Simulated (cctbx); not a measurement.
# Accept or mend?

Cell a = 7.5430 Å, b = 8.3510 Å, c = 13.6190 Å, α = 90.00°, β = 122.92°, γ = 90.00°; space group P2_1/c (no. 14).

The data are simulated with cctbx, not measured: Mo Kα, λ = 0.71073 Å, to d = 0.6 Å, 70 % of the full sphere, strongest reflection 40000 counts, noise from counting, a 2 % proportional error and a noise floor of 8 counts (s.d.); no absorption, and some extinction, which the refinements don't model.

An anisotropic refinement with weights 1/σ² prints:

```text
Rint 0.017, 94 unique reflections to 2.01 A
cycle     R1     wR2    GooF  max shift (A)
   1  0.0138  0.0362   2.362   0.00383
   2  0.0072  0.0153   0.999   0.00000
final R1 0.0072 wR2 0.0153 GooF 0.999  parameters 42  data/parameter 2.2
atom        x        y        z      Ueq    occ   su(xyz)  su(Uiso or U11)
I1     0.23989  0.68680  0.06713   0.0099  1.000  0.00019  0.0016
I2     0.40101  0.17949  0.07217   0.0104  1.000  0.00016  0.0015
I3     0.90517  0.54216  0.25587   0.0147  1.000  0.00017  0.0016
Zn1    0.30192  0.39806  0.24229   0.0168  1.000  0.00031  0.0024
Ca1    0.00000  0.50000  0.50000   0.0133  1.000  0.00000  0.0052
difference map: max 0.09 min -0.11 rms 0.03
Q1    0.3378  0.5973  0.9334    4    0.10  2.43 A from I1
Q2    0.2113  0.0406  0.9318    4    0.09  2.02 A from I2
Q3    0.2423  0.6267  0.7037    4    0.09  2.05 A from I3
Q4    0.0000  0.0000  0.5000    2    0.08  2.18 A from I1
Q5    0.1855  0.2070  0.4104    4    0.07  2.12 A from I2
Q6    0.9716  0.1740  0.0988    4    0.06  2.00 A from I3
```

Q: Accept it or mend it, and why?

Mend it. The fault: data cut at low resolution. Against the right model at the same level, R1 goes from 0.0137 to 0.0072 and GooF from 0.95 to 1.00. The atoms are right, but there are too few data for the parameters: R1 flatters and the s.u.s grow. Data per parameter fall from 82 to 2.2.

The compound is CaZn2I6. The right model at the same level gives:

```text
Rint 0.022, 3443 unique reflections to 0.60 A
cycle     R1     wR2    GooF  max shift (A)
   1  0.0642  0.1487   4.827   0.00076
   2  0.0137  0.0292   0.949   0.00000
final R1 0.0137 wR2 0.0292 GooF 0.949  parameters 42  data/parameter 82.0
atom        x        y        z      Ueq    occ   su(xyz)  su(Uiso or U11)
I1     0.23981  0.68661  0.06721   0.0123  1.000  0.00002  0.0000
I2     0.40112  0.17949  0.07221   0.0126  1.000  0.00002  0.0000
I3     0.90519  0.54232  0.25582   0.0159  1.000  0.00002  0.0000
Zn1    0.30233  0.39816  0.24225   0.0183  1.000  0.00004  0.0001
Ca1    0.00000  0.50000  0.50000   0.0149  1.000  0.00000  0.0002
difference map: max 0.95 min -0.83 rms 0.20
Q1    0.0659  0.7108  0.9133    4    1.04  1.78 A from I1
Q2    0.2078  0.0415  0.8497    4    0.85  2.01 A from Zn1
Q3    0.4499  0.1204  0.4888    4    0.82  2.16 A from I2
Q4    0.3074  0.0621  0.9500    4    0.78  1.72 A from I2
Q5    0.3829  0.5810  0.2897    4    0.77  1.64 A from Zn1
Q6    0.3355  0.6295  0.9467    4    0.77  2.18 A from I1
```

The model was made for the exercise: a known structure type with other elements put in, its volume estimated, not relaxed; displacement parameters are assumed.

[Middle refinement cycles are left out of these outputs.]

[Logs are printed without paths, hosts, clocks, repeated set-up lines and the standing remarks that a program may print on its own settings, such as how far it seeks lower states.]
